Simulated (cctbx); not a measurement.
# A crystallographic session in cctbx: Mn3TlO6

Library: cctbx 2025.11. The data are simulated by the first script.

## 1. Simulate the data

run.py:

```python
from cctbx import adptbx, crystal, miller, sgtbx, xray
from cctbx.array_family import flex
from iotbx.shelx import hklf
from scitbx import matrix
import scitbx.random

cs = crystal.symmetry(unit_cell=(9.607, 5.495, 11.553, 90, 109.98, 90), space_group_symbol='Hall: C -2yc')  # Cc
atoms = [  # label, site, U (iso, or U11 U22 U33 U12 U13 U23 in A^2), occupancy
    ("Tl1", (0.1765, 0.5745, 0.7431), (0.0132, 0.0076, 0.0066, 0.0005, 0.0029, 0.0016), 1),
    ("Mn1", (0.4079, 0.0827, 0.9957), (0.0203, 0.0175, 0.0235, -0.0086, 0.0041, -0.0070), 1),
    ("Mn2", (0.081, 0.9243, 0.5021), (0.0227, 0.0069, 0.0089, 0.0028, 0.0048, -0.0001), 1),
    ("Mn3", (0.2483, 0.4338, 0.5102), (0.0050, 0.0242, 0.0146, -0.0003, 0.0031, -0.0000), 1),
    ("O1", (0.1201, 0.2587, 0.6), (0.0252, 0.0237, 0.0485, 0.0007, 0.0013, -0.0020), 1),
    ("O2", (0.9622, 0.2667, 0.1007), (0.0135, 0.0182, 0.0169, 0.0035, 0.0010, -0.0014), 1),
    ("O3", (0.1986, 0.9036, 0.9052), (0.0215, 0.0186, 0.0264, 0.0058, -0.0017, -0.0008), 1),
    ("O4", (0.0643, 0.6002, 0.3996), (0.0180, 0.0468, 0.0397, -0.0069, 0.0110, -0.0037), 1),
    ("O5", (0.2588, 0.744, 0.6068), (0.0162, 0.0213, 0.0071, 0.0009, 0.0022, 0.0020), 1),
    ("O6", (0.3662, 0.4198, 0.9033), (0.0308, 0.0254, 0.0278, 0.0032, 0.0091, -0.0023), 1),
]
xs = xray.structure(crystal_symmetry=cs)
for label, site, u, occ in atoms:
    u = adptbx.u_cif_as_u_star(cs.unit_cell(), u) if isinstance(u, tuple) else u
    xs.add_scatterer(xray.scatterer(label, site=site, u=u, occupancy=occ))
xs.set_inelastic_form_factors(0.71073, "sasaki")
xs.show_summary()
p1 = xs.expand_to_p1()
ms = miller.build_set(p1, anomalous_flag=True, d_min=0.77)
flex.set_random_seed(783485)
scitbx.random.set_random_seed(783485)
ms = ms.select(flex.random_double(ms.size()) < 0.9)
i = ms.structure_factors_from_scatterers(p1, algorithm="direct").f_calc().as_intensity_array().data()
i = i * 20000 / flex.max(i)
sig = flex.sqrt(i + flex.pow2(0.02 * i) + 8 ** 2)
noise = scitbx.random.variate(scitbx.random.normal_distribution())(i.size())
data = ms.array(data=i + sig * noise, sigmas=sig).set_observation_type_xray_intensity()
with open("data.hkl", "w") as f:
    data.export_as_shelx_hklf(f)
print("reflections written:", data.size(), " <I/sigma> = %.1f" % flex.mean(data.data() / data.sigmas()))
for h, a, b in list(data.sort("data"))[:12]:
    print("%4d%4d%4d %9.1f %7.1f" % (h + (a, b)))
```

```console
$ python run.py
```

```text
Number of scatterers: 10
At special positions: 0
Unit cell: (9.607, 5.495, 11.553, 90, 109.98, 90)
Space group: C 1 c 1 (No. 9)
reflections written: 4711  <I/sigma> = 12.2
  -3   3   1   20458.9   424.3
  -3  -3   1   19590.1   424.3
   3   3  -1   19147.8   406.1
  -6   0   2   18875.5   387.7
   6   0  -2   17068.0   355.5
   3  -1  -4   15793.9   340.6
   3   1  -4   15678.2   340.6
   0   0  -4   14899.9   319.3
  -3   1   4   14793.8   313.6
   0   0   8   12010.8   275.6
   0   0  -8   11399.2   260.0
   0   2  -3   11184.6   249.4
```

Run time: 0.4 s on 1 thread of Arm Neoverse N1, on a shared host, peak memory 0.07 GiB.

## 2. Refinement (refined in the given hand)

run.py:

```python
import math
from cctbx import adptbx, crystal, maptbx, sgtbx, xray
from cctbx.array_family import flex
from cctbx.xray import observations
from iotbx.shelx import hklf
from scitbx.lstbx import normal_eqns_solving
from smtbx import absolute_structure, utils
from smtbx.refinement import constraints, least_squares

cs = crystal.symmetry(unit_cell=(9.607, 5.495, 11.553, 90, 109.98, 90), space_group_symbol='Hall: C -2yc')  # Cc
atoms = [  # label, site, U (iso, or U11 U22 U33 U12 U13 U23 in A^2), occupancy
    ("Tl1", (0.1777, 0.5784, 0.7416), 0.0200, 1),
    ("Mn1", (0.4072, 0.0858, 0.994), 0.0200, 1),
    ("Mn2", (0.079, 0.9261, 0.4999), 0.0200, 1),
    ("Mn3", (0.2478, 0.427, 0.5099), 0.0200, 1),
    ("O1", (0.1176, 0.252, 0.5971), 0.0200, 1),
    ("O2", (0.9604, 0.2665, 0.0984), 0.0200, 1),
    ("O3", (0.2021, 0.9057, 0.907), 0.0200, 1),
    ("O4", (0.0679, 0.5982, 0.3997), 0.0200, 1),
    ("O5", (0.2601, 0.7387, 0.6085), 0.0200, 1),
    ("O6", (0.3649, 0.4127, 0.8998), 0.0200, 1),
]
xs = xray.structure(crystal_symmetry=cs)
for label, site, u, occ in atoms:
    u = adptbx.u_cif_as_u_star(cs.unit_cell(), u) if isinstance(u, tuple) else u
    xs.add_scatterer(xray.scatterer(label, site=site, u=u, occupancy=occ))
xs.set_inelastic_form_factors(0.71073, "sasaki")
xs.convert_to_anisotropic()
raw = hklf.reader(file_name="data.hkl").as_miller_arrays(crystal_symmetry=cs, anomalous=True)[0]
merged = raw.eliminate_sys_absent().merge_equivalents()
fo2 = merged.array().set_observation_type_xray_intensity()
print("Rint %.3f, %d unique reflections to %.2f A" % (merged.r_int(), fo2.size(), fo2.d_min()))
for sc in xs.scatterers():
    sc.flags.set_grad_site(True)
    sc.flags.set_grad_u_aniso(sc.flags.use_u_aniso())
    sc.flags.set_grad_u_iso(sc.flags.use_u_iso())
obs = fo2.as_xray_observations()
extra = {}
rep = constraints.reparametrisation(xs, [], utils.connectivity_table(xs), **extra)
ls = least_squares.crystallographic_ls(obs, rep, weighting_scheme=least_squares.mainstream_shelx_weighting(a=0, b=0))
print("cycle     R1     wR2    GooF  max shift (A)")
for cycle in range(8):
    ls.build_up()
    r1, wr2, goof = ls.r1_factor(cutoff_factor=2)[0], ls.wR2(), ls.goof()
    old = xs.sites_cart()
    normal_eqns_solving.levenberg_marquardt_iterations(ls, n_max_iterations=3, tau=1e-06, step_threshold=1e-7)
    big = flex.max((xs.sites_cart() - old).norms())
    print("%4d %7.4f %7.4f %7.3f %9.5f" % (cycle + 1, r1, wr2, goof, big))
    ls.build_up(objective_only=True)
    if abs(ls.wR2() - wr2) < 5e-5 and big < 5e-4:
        break
ls.build_up()
print("final R1 %.4f wR2 %.4f GooF %.3f  parameters %d  data/parameter %.1f" % (ls.r1_factor(cutoff_factor=2)[0], ls.wR2(), ls.goof(), ls.n_parameters, fo2.size() / ls.n_parameters))
cov = ls.covariance_matrix_and_annotations()
su = dict(zip(cov.annotations, (math.sqrt(max(v, 0)) for v in cov.matrix.matrix_packed_u_diagonal())))
a2 = cs.unit_cell().reciprocal_parameters()[0] ** -2
print("atom        x        y        z      Ueq    occ   su(xyz)  su(Uiso or U11)")
for sc in xs.scatterers():
    s = max(su.get(sc.label + k, 0) for k in (".x", ".y", ".z"))
    npd = "" if sc.is_positive_definite_u(cs.unit_cell()) else "  NPD"
    print("%-5s %8.5f %8.5f %8.5f %8.4f %6.3f %8.5f %7.4f%s" % ((sc.label,) + sc.site + (sc.u_iso_or_equiv(cs.unit_cell()), sc.occupancy, s, su.get(sc.label + ".uiso", su.get(sc.label + ".u11", 0) * a2), npd)))
fc = fo2.structure_factors_from_scatterers(xs, algorithm="direct").f_calc()
absolute_structure.flack_analysis(xs, fo2.as_xray_observations()).show()
h = absolute_structure.hooft_analysis(fo2, fc, scale_factor=ls.scale_factor())
print("Hooft y: %.3f(%.0f)  Bijvoet pairs: %d" % (h.hooft_y, 1000 * h.sigma_y, h.n_bijvoet_pairs))
fo = fo2.f_sq_as_f()
fc = fo.structure_factors_from_scatterers(xs, algorithm="direct").f_calc()
diff = fo.f_obs_minus_f_calc(1 / math.sqrt(ls.scale_factor()), fc).average_bijvoet_mates()
m = diff.fft_map(symmetry_flags=maptbx.use_space_group_symmetry, resolution_factor=0.25).apply_volume_scaling()
print("difference map: max %.2f min %.2f rms %.2f" % (m.statistics().max(), m.statistics().min(), m.statistics().sigma()))
peaks = m.peak_search(parameters=maptbx.peak_search_parameters(min_distance_sym_equiv=0.6, max_clusters=6)).all()
near = xs.closest_distances(peaks.sites(), distance_cutoff=4)
sps = cs.special_position_settings(min_distance_sym_equiv=0.5)
for k, (x, h) in enumerate(zip(peaks.sites(), peaks.heights())):
    ss = sps.site_symmetry(x)
    print("Q%-3d %7.4f %7.4f %7.4f %4d %7.2f  %.2f A from %s" % ((k + 1,) + tuple(t % 1 for t in ss.exact_site()) + (ss.multiplicity(), h, near.smallest_distances[k], xs.scatterers()[near.i_seqs[k]].label)))
```

```console
$ python run.py
```

```text
Rint 0.018, 1293 unique reflections to 0.77 A
cycle     R1     wR2    GooF  max shift (A)
   1  0.1178  0.2553   9.037   0.04258
   2  0.0125  0.0297   1.053   0.01032
   3  0.0120  0.0286   1.011   0.00755
   4  0.0119  0.0281   0.994   0.00559
   5  0.0118  0.0278   0.985   0.00429
   6  0.0117  0.0277   0.980   0.00344
   7  0.0117  0.0276   0.977   0.00285
   8  0.0117  0.0275   0.975   0.00243
final R1 0.0117 wR2 0.0275 GooF 0.973  parameters 90  data/parameter 14.4
atom        x        y        z      Ueq    occ   su(xyz)  su(Uiso or U11)
Tl1    0.17718  0.57451  0.74164   0.0092  1.000  0.00002  0.0001
Mn1    0.40858  0.08279  0.99430   0.0212  1.000  0.00015  0.0004
Mn2    0.08169  0.92410  0.50072   0.0129  1.000  0.00013  0.0004
Mn3    0.24895  0.43396  0.50869   0.0143  1.000  0.00015  0.0004
O1     0.12164  0.25763  0.59855   0.0372  1.000  0.00112  0.0021
O2     0.96308  0.26749  0.09957   0.0163  1.000  0.00083  0.0016
O3     0.19905  0.90470  0.90397   0.0253  1.000  0.00071  0.0020
O4     0.06516  0.59934  0.39809   0.0349  1.000  0.00098  0.0023
O5     0.25954  0.74306  0.60507   0.0164  1.000  0.00077  0.0020
O6     0.36721  0.41982  0.90168   0.0277  1.000  0.00078  0.0022
Flack x: -0.002(4)
Hooft y: -0.000(5)  Bijvoet pairs: 634
difference map: max 0.46 min -0.42 rms 0.11
Q1    0.3302  0.0430  0.6950    4    0.48  1.94 A from O5
Q2    0.0187  0.0349  0.7832    4    0.46  1.95 A from O3
Q3    0.0049  0.4673  0.4322    4    0.38  1.08 A from O4
Q4    0.2832  0.3999  0.0227    4    0.38  0.97 A from Mn3
Q5    0.4834  0.1023  0.3032    4    0.37  1.11 A from O4
Q6    0.1118  0.4167  0.7842    4    0.37  1.26 A from Tl1
```

Time: 0.95 s.

## 3. Refinement

run.py, as its changes from the last script of this kind:

```diff
@@ -12,10 +12,10 @@
-    ("Tl1", (0.1777, 0.5784, 0.7416), 0.0200, 1),
-    ("Mn1", (0.4072, 0.0858, 0.994), 0.0200, 1),
-    ("Mn2", (0.079, 0.9261, 0.4999), 0.0200, 1),
-    ("Mn3", (0.2478, 0.427, 0.5099), 0.0200, 1),
-    ("O1", (0.1176, 0.252, 0.5971), 0.0200, 1),
-    ("O2", (0.9604, 0.2665, 0.0984), 0.0200, 1),
-    ("O3", (0.2021, 0.9057, 0.907), 0.0200, 1),
-    ("O4", (0.0679, 0.5982, 0.3997), 0.0200, 1),
-    ("O5", (0.2601, 0.7387, 0.6085), 0.0200, 1),
-    ("O6", (0.3649, 0.4127, 0.8998), 0.0200, 1),
+    ("Tl1", (0.82282, 0.42549, 0.25836), 0.0092, 1),
+    ("Mn1", (0.59142, 0.91721, 0.0057), 0.0212, 1),
+    ("Mn2", (0.91831, 0.0759, 0.49928), 0.0129, 1),
+    ("Mn3", (0.75105, 0.56604, 0.49131), 0.0143, 1),
+    ("O1", (0.87836, 0.74237, 0.40145), 0.0372, 1),
+    ("O2", (0.03692, 0.73251, 0.90043), 0.0163, 1),
+    ("O3", (0.80095, 0.0953, 0.09603), 0.0253, 1),
+    ("O4", (0.93484, 0.40066, 0.60191), 0.0349, 1),
+    ("O5", (0.74046, 0.25694, 0.39493), 0.0164, 1),
+    ("O6", (0.63279, 0.58018, 0.09832), 0.0277, 1),
```

```console
$ python run.py
```

```text
Rint 0.018, 1293 unique reflections to 0.77 A
cycle     R1     wR2    GooF  max shift (A)
   1  0.0737  0.1999   7.076   0.02231
   2  0.0597  0.1741   6.161   0.02841
   3  0.0600  0.1736   6.143   0.02543
   4  0.0601  0.1734   6.135   0.02325
   5  0.0601  0.1732   6.130   0.02149
   6  0.0601  0.1731   6.126   0.01993
   7  0.0601  0.1730   6.122   0.01852
   8  0.0601  0.1729   6.119   0.01722
final R1 0.0602 wR2 0.1728 GooF 6.117  parameters 90  data/parameter 14.4
atom        x        y        z      Ueq    occ   su(xyz)  su(Uiso or U11)
Tl1    0.82282  0.42554  0.25832   0.0086  1.000  0.00015  0.0004
Mn1    0.59098  0.91741  0.00573   0.0233  1.000  0.00103  0.0031
Mn2    0.91801  0.07601  0.49913   0.0145  1.000  0.00089  0.0028
Mn3    0.75131  0.56540  0.49186   0.0190  1.000  0.00128  0.0027
O1     0.88131  0.74232  0.40844   0.0594  1.000  0.00769  0.0131
O2     0.04047  0.73158  0.90327   0.0265  1.000  0.00609  0.0094
O3     0.80360  0.09664  0.09897   0.0306  1.000  0.00533  0.0146
O4     0.92735  0.40351  0.58631   0.0955  1.000  0.00683  0.0246  NPD
O5     0.74193  0.25683  0.39516   0.0247  1.000  0.00564  0.0125
O6     0.63450  0.57921  0.10057   0.0350  1.000  0.00602  0.0162
Flack x: 0.992(9)
Hooft y: 1.053(6)  Bijvoet pairs: 634
difference map: max 6.60 min -1.79 rms 0.40
Q1    0.3231  0.0773  0.7593    4    7.00  0.02 A from Tl1
Q2    0.4846  0.4237  0.2591    4    2.69  2.27 A from O3
Q3    0.1599  0.4223  0.2635    4    2.67  2.34 A from O5
Q4    0.4288  0.0618  0.1185    4    1.93  0.41 A from O4
Q5    0.2275  0.4347  0.5173    4    1.75  0.99 A from O3
Q6    0.1282  0.1059  0.1445    4    1.60  0.55 A from O6
```

Time: 0.95 s.

This run holds a fault made on purpose: the structure inverted.

## 4. Simulate the data

run.py, as its changes from the last script of this kind:

```diff
@@ -24 +24 @@
-xs.set_inelastic_form_factors(0.71073, "sasaki")
+xs.set_inelastic_form_factors(1.54184, "sasaki")
@@ -27,3 +27,3 @@
-ms = miller.build_set(p1, anomalous_flag=True, d_min=0.77)
-flex.set_random_seed(783485)
-scitbx.random.set_random_seed(783485)
+ms = miller.build_set(p1, anomalous_flag=True, d_min=0.83)
+flex.set_random_seed(40915)
+scitbx.random.set_random_seed(40915)
@@ -32,2 +32,2 @@
-i = i * 20000 / flex.max(i)
-sig = flex.sqrt(i + flex.pow2(0.02 * i) + 8 ** 2)
+i = i * 40000 / flex.max(i)
+sig = flex.sqrt(i + flex.pow2(0.02 * i) + 4 ** 2)
```

```console
$ python run.py
```

```text
Number of scatterers: 10
At special positions: 0
Unit cell: (9.607, 5.495, 11.553, 90, 109.98, 90)
Space group: C 1 c 1 (No. 9)
reflections written: 3802  <I/sigma> = 15.6
  -3   3   1   41508.9   824.6
   3   3  -1   41016.5   819.1
   3  -3  -1   39847.6   819.1
  -6   0   2   35223.0   734.6
   6   0  -2   34765.7   728.9
  -3  -1   4   31279.6   664.9
  -3   1   4   30922.5   664.9
   3   1  -4   30208.8   621.9
   0   0   4   29917.6   611.5
   0   0  -4   29810.3   629.8
   3  -1  -4   29644.3   621.9
   0   0  -8   24465.2   520.5
```

Time: 0.43 s.

## 5. Refinement (refined in the given hand)

run.py, as its changes from the last script of this kind:

```diff
@@ -12,10 +12,10 @@
-    ("Tl1", (0.82282, 0.42549, 0.25836), 0.0092, 1),
-    ("Mn1", (0.59142, 0.91721, 0.0057), 0.0212, 1),
-    ("Mn2", (0.91831, 0.0759, 0.49928), 0.0129, 1),
-    ("Mn3", (0.75105, 0.56604, 0.49131), 0.0143, 1),
-    ("O1", (0.87836, 0.74237, 0.40145), 0.0372, 1),
-    ("O2", (0.03692, 0.73251, 0.90043), 0.0163, 1),
-    ("O3", (0.80095, 0.0953, 0.09603), 0.0253, 1),
-    ("O4", (0.93484, 0.40066, 0.60191), 0.0349, 1),
-    ("O5", (0.74046, 0.25694, 0.39493), 0.0164, 1),
-    ("O6", (0.63279, 0.58018, 0.09832), 0.0277, 1),
+    ("Tl1", (0.1741, 0.5701, 0.7418), 0.0200, 1),
+    ("Mn1", (0.4081, 0.087, 0.9976), 0.0200, 1),
+    ("Mn2", (0.0811, 0.9165, 0.504), 0.0200, 1),
+    ("Mn3", (0.2518, 0.4376, 0.51), 0.0200, 1),
+    ("O1", (0.1212, 0.2549, 0.6014), 0.0200, 1),
+    ("O2", (0.9594, 0.2734, 0.1005), 0.0200, 1),
+    ("O3", (0.1973, 0.9024, 0.9024), 0.0200, 1),
+    ("O4", (0.066, 0.6026, 0.3984), 0.0200, 1),
+    ("O5", (0.2568, 0.7392, 0.6078), 0.0200, 1),
+    ("O6", (0.3651, 0.4205, 0.9047), 0.0200, 1),
@@ -27 +27 @@
-xs.set_inelastic_form_factors(0.71073, "sasaki")
+xs.set_inelastic_form_factors(1.54184, "sasaki")
```

```console
$ python run.py
```

```text
Rint 0.014, 1047 unique reflections to 0.83 A
cycle     R1     wR2    GooF  max shift (A)
   1  0.1039  0.2750  12.150   0.05145
   2  0.0093  0.0235   1.038   0.00811
   3  0.0089  0.0225   0.995   0.00531
   4  0.0088  0.0222   0.980   0.00378
   5  0.0087  0.0220   0.974   0.00275
   6  0.0087  0.0220   0.970   0.00203
   7  0.0087  0.0219   0.968   0.00152
   8  0.0087  0.0219   0.967   0.00115
final R1 0.0087 wR2 0.0219 GooF 0.967  parameters 90  data/parameter 11.6
atom        x        y        z      Ueq    occ   su(xyz)  su(Uiso or U11)
Tl1    0.17495  0.57450  0.74239   0.0093  1.000  0.00002  0.0001
Mn1    0.40635  0.08266  0.99496   0.0212  1.000  0.00011  0.0004
Mn2    0.07952  0.92430  0.50140   0.0130  1.000  0.00010  0.0004
Mn3    0.24671  0.43381  0.50939   0.0146  1.000  0.00012  0.0003
O1     0.11846  0.25617  0.59948   0.0351  1.000  0.00081  0.0016
O2     0.96043  0.26719  0.10000   0.0176  1.000  0.00064  0.0014
O3     0.19740  0.90502  0.90482   0.0232  1.000  0.00049  0.0016
O4     0.06320  0.59989  0.39907   0.0348  1.000  0.00071  0.0019
O5     0.25680  0.74269  0.60568   0.0153  1.000  0.00056  0.0016
O6     0.36418  0.41871  0.90244   0.0293  1.000  0.00053  0.0020
Flack x: -0.006(8)
Hooft y: -0.013(8)  Bijvoet pairs: 513
difference map: max 0.26 min -0.29 rms 0.07
Q1    0.0049  0.0247  0.5552    4    0.27  1.23 A from Mn2
Q2    0.3181  0.0750  0.9384    4    0.26  0.88 A from Mn1
Q3    0.3650  0.1933  0.3210    4    0.26  1.88 A from O4
Q4    0.3500  0.0651  0.8385    4    0.26  1.70 A from Mn1
Q5    0.3401  0.2612  0.5293    4    0.25  1.18 A from O2
Q6    0.4792  0.0633  0.9527    4    0.24  0.99 A from Mn1
```

Time: 0.94 s.

## 6. Simulate the data

run.py, as its changes from the last script of this kind:

```diff
@@ -24 +24 @@
-xs.set_inelastic_form_factors(1.54184, "sasaki")
+xs.set_inelastic_form_factors(0.6889, "sasaki")
@@ -27,3 +27,3 @@
-ms = miller.build_set(p1, anomalous_flag=True, d_min=0.83)
-flex.set_random_seed(40915)
-scitbx.random.set_random_seed(40915)
+ms = miller.build_set(p1, anomalous_flag=True, d_min=0.7)
+flex.set_random_seed(15666)
+scitbx.random.set_random_seed(15666)
@@ -31,0 +32,4 @@
+law = matrix.sqr((-1, 0, 0, 0, -1, 0, 0, 0, -1))
+mate = flex.miller_index([tuple(matrix.row(h) * law) for h in ms.indices()])
+i2 = ms.customized_copy(indices=mate).structure_factors_from_scatterers(p1, algorithm="direct").f_calc().as_intensity_array().data()
+i = (1 - 0.15) * i + 0.15 * i2
@@ -33 +37 @@
-sig = flex.sqrt(i + flex.pow2(0.02 * i) + 4 ** 2)
+sig = flex.sqrt(i + flex.pow2(0.02 * i) + 2 ** 2)
```

```console
$ python run.py
```

```text
Number of scatterers: 10
At special positions: 0
Unit cell: (9.607, 5.495, 11.553, 90, 109.98, 90)
Space group: C 1 c 1 (No. 9)
reflections written: 6259  <I/sigma> = 14.4
  -3  -3   1   40698.5   824.6
  -3   3   1   40372.8   824.6
   3   3  -1   39068.0   800.3
  -6   0   2   35461.3   746.0
   6   0  -2   33436.2   703.1
   3  -1  -4   32513.8   653.2
  -3   1   4   30608.9   617.2
   0   0   4   30329.3   628.6
   0   0  -4   29692.5   621.9
  -3  -1   4   29655.4   617.2
   0   0  -8   24946.2   506.1
   0   2  -3   22889.9   468.7
```

It took 0.51 s on 1 thread of Arm Neoverse N1 (shared host), peak memory 0.07 GiB.

[Logs are printed without paths, hosts, clocks, repeated set-up lines and the standing remarks that a program may print on its own settings, such as how far it seeks lower states.]
